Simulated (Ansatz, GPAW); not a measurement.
# Screening of a field by Cs/Ti(0001), part 2 of 2

How does Cs/Ti(0001) screen a perpendicular field?

GPAW 26.7.0 and Ansatz 0.2.0; Ansatz plane waves; slab in vacuum with a dipole correction, relaxation (the session's first sound run).

So far. Step 5 (In a field): The dipole is now 0.199 e Å, against 0.47 in the run without a field.

### Step 6. In a field

File run.py:

```python
import json
import numpy as np
from ase import Atoms
from gpaw import GPAW, PW
from gpaw.external import ConstantElectricField

slab = Atoms(
    ['Ti', 'Ti', 'Ti', 'Ti', 'Ti', 'Ti', 'Ti', 'Ti', 'Ti', 'Ti', 'Ti', 'Ti', 'Ti', 'Ti', 'Ti', 'Ti', 'Cs'],
    positions=[
        [2.95000, 1.70318, 9.00000],
        [0.00000, 0.00000, 11.34230],
        [2.95000, 1.70318, 13.68460],
        [0.00000, 0.00000, 15.92600],
        [4.42500, 4.25796, 9.00000],
        [1.47500, 2.55477, 11.34230],
        [4.42500, 4.25796, 13.68460],
        [1.48248, 2.55046, 15.87098],
        [5.90000, 1.70318, 9.00000],
        [2.95000, 0.00000, 11.34230],
        [5.90000, 1.70318, 13.68460],
        [2.95000, 0.00864, 15.87098],
        [7.37500, 4.25796, 9.00000],
        [4.42500, 2.55477, 11.34230],
        [7.37500, 4.25796, 13.68460],
        [4.41752, 2.55046, 15.87098],
        [2.95000, 1.70318, 19.35483]],
    cell=[[5.9, 0.0, 0.0], [2.95, 5.10955, 0.0], [0.0, 0.0, 28.91197]],
    pbc=[True, True, False])

slab.calc = GPAW(mode=PW(400), xc='PBE', kpts={'size': (6, 6, 1), 'gamma': True},
                 occupations={'name': 'fermi-dirac', 'width': 0.1}, nbands='160%',
                 convergence={'density': 1e-05}, maxiter=200,
                 poissonsolver={'dipolelayer': 'xy'},
                 external=ConstantElectricField(-0.05, [0, 0, 1]),
                 symmetry={'tolerance': 1e-3}, txt='slab.txt')
result = {}
energy = slab.get_potential_energy()
fermi = slab.calc.get_fermi_level()
v = slab.calc.get_electrostatic_potential().mean((0, 1)) - fermi
n = slab.calc.get_pseudo_density().mean((0, 1))
L = slab.cell[2, 2]
z = np.arange(len(v)) * L / len(v)
low, high = slab.positions[:, 2].min(), slab.positions[:, 2].max()
below, above = np.interp([low - 6.8, high + 6.8], z, v)
slopes = [np.interp(x, z, np.gradient(v, z)) for x in (low - 6.8, high + 6.8)]
eps = np.array([[slab.calc.get_eigenvalues(k, s) for k in range(len(slab.calc.get_ibz_k_points()))]
                for s in range(slab.calc.get_number_of_spins())]) - fermi
top, bottom = eps[eps < 0].max(), eps[eps > 0].min()
dipole = slab.get_dipole_moment()[2]
print(f'energy {energy:.4f} eV, Fermi level {fermi:.4f} eV, dipole {dipole:.5f} e A')
print(f'potential 6.8 A off the faces, from the Fermi level: lower {below:.4f} eV, upper {above:.4f} eV')
print(f'slope of the potential there: lower {slopes[0]:.5f}, upper {slopes[1]:.5f} eV/A')
print(f'nearest levels on the mesh: {top:.4f} and {bottom:.4f} eV')
print('magnetic moment', round(slab.get_magnetic_moment(), 3))
result.update(energy=energy, fermi=fermi, dipole=dipole, below=below, above=above, slopes=slopes, edges=[top, bottom],
              z=z.tolist(), v=v.tolist(), n=n.tolist(), positions=slab.positions.tolist(),
              forces=slab.get_forces(apply_constraint=False).tolist(), moments=slab.get_magnetic_moments().tolist())
json.dump(result, open('result.json', 'w'))
```

Launch:

```bash
OMP_NUM_THREADS=1 OPENBLAS_NUM_THREADS=1 python run.py
```

The job ended after 90 min (1 thread of Arm Neoverse V1, shared host; peak memory 1.6 GiB).

### Step 7. In a field

run.py, as its differences from that of step 6:

```diff
@@ -33,3 +33,3 @@
                  poissonsolver={'dipolelayer': 'xy'},
-                 external=ConstantElectricField(-0.05, [0, 0, 1]),
+                 external=ConstantElectricField(0.05, [0, 0, 1]),
                  symmetry={'tolerance': 1e-3}, txt='slab.txt')
```

Elapsed: 83 min, on 1 thread; peak memory 1.5 GiB.

### Step 8. In a field

run.py, as its differences from that of step 7:

```diff
@@ -33,3 +33,3 @@
                  poissonsolver={'dipolelayer': 'xy'},
-                 external=ConstantElectricField(0.05, [0, 0, 1]),
+                 external=ConstantElectricField(0.1, [0, 0, 1]),
                  symmetry={'tolerance': 1e-3}, txt='slab.txt')
```

Wall time 74 min (1 thread); peak memory 1.5 GiB.

The dipole is now 0.729 e Å, against 0.47 in the run without a field.

### Step 9. In a field

run.py, as its differences from that of step 8:

```diff
@@ -33,3 +33,3 @@
                  poissonsolver={'dipolelayer': 'xy'},
-                 external=ConstantElectricField(0.1, [0, 0, 1]),
+                 external=ConstantElectricField(0.2, [0, 0, 1]),
                  symmetry={'tolerance': 1e-3}, txt='slab.txt')
```

Elapsed: 78 min, on 1 thread; peak memory 1.5 GiB.

The dipole is now 0.980 e Å, against 0.47 in the run without a field.

### Step 10. In a field

run.py, as its differences from that of step 9:

```diff
@@ -33,3 +33,3 @@
                  poissonsolver={'dipolelayer': 'xy'},
-                 external=ConstantElectricField(0.2, [0, 0, 1]),
+                 external=ConstantElectricField(0.3, [0, 0, 1]),
                  symmetry={'tolerance': 1e-3}, txt='slab.txt')
```

The job ended after 80 min (1 thread; peak memory 1.5 GiB).

The electrostatic potential energy of an electron (without an applied field's), less the Fermi level, planar mean oscillates, so the rows of the table below give means over windows of 1 Å about each position, cut where the curve ends. Its maxima inside the range that stand out by 2 % of the span (Å: eV): 0.5: 6.77, 10.2: 1.09, 12.5: 0.179, 14.8: -1.24, 17.7: 1.92. Its minima: 9.0: -18.0, 11.4: -18.5, 13.7: -19.2, 15.8: -19.9, 19.4: -11.1.

Table of electrostatic potential energy of an electron (without an applied field's), less the Fermi level, planar mean by z; means over each step:

z (Å), electrostatic potential energy of an electron (without an applied field's), less the Fermi level, planar mean (eV) and a bar from the least value:
```
        0        5.4 ############################
        1        6.8 ##############################
        2        6.8 ##############################
        3        6.8 ##############################
        4        6.8 ##############################
        5        6.8 ##############################
        6        6.6 ##############################
        7        5.9 #############################
        8        0.3 #####################
        9      -13.8 ##
       10       -1.0 ####################
       11      -11.2 ######
       12       -6.1 #############
       13       -5.9 #############
       14      -12.6 ####
       15       -4.1 ###############
       16      -15.5 
       17       -1.0 ###################
       18        1.1 ######################
       19       -6.8 ############
       20       -5.1 ##############
       21       -1.0 ####################
       22       -0.7 ####################
       23       -0.6 ####################
       24       -0.6 ####################
       25       -0.6 ####################
       26       -0.6 ####################
       27       -0.6 ####################
       28       -0.6 ####################
```

The dipole is now 1.23 e Å, against 0.47 in the run without a field.

### Step 11. The series

The members are put on one axis.

This step: induced dipole against applied field (GPAW 26.7.0).

Dipole along the normal against field:

```
field (V/Å)  dipole along the normal (e·Å)
     -0.200                        -0.0897
     -0.100                          0.199
     -0.050                          0.337
      0.000                          0.469
      0.050                          0.600
      0.100                          0.729
      0.200                          0.980
      0.300                           1.23
```

### Step 12. Outcome

- work function, upper and lower face: 1.603 and 4.422 eV
- dipole along the normal: 0.469 e Å
- induced dipole per field: 2.62 e Å per V/Å
- out-of-plane polarisability per area, α/(ε0 A): 15.7 Å

**Reading.** The field induces 2.62 e Å per V/Å, a polarisable thickness α/(ε0 A) of 15.7 Å beside 10.4 Å between the outermost nuclei. A perfect conductor would give the distance between its two image planes; a dielectric of thickness t gives t(1 - 1/ε). The two faces differ by 2.8 eV, the step that the slab's dipole makes (e p/(ε0 A) gives 2.8 eV), so the dipole layer is needed. The induced dipole bends away from a line at the larger fields. The cell of 30.1 Å² holds one Cs, started on one chosen site; other sites and coverages weren't tried. The runs had no spin polarisation, so a magnetic state, which thin layers of d-metal atoms can have, wasn't tested. The in-plane lattice was kept as typed, which isn't the functional's own and leaves some strain; spin-orbit coupling and temperature are left out.

[Logs are printed without paths, hosts, clocks, repeated set-up lines and the standing remarks that a program may print on its own settings, such as how far it seeks lower states.]

[Hosts, paths, dates, database ids (printed as entryN), source tags and the programs' standing remarks are cut or masked in the printed files.]
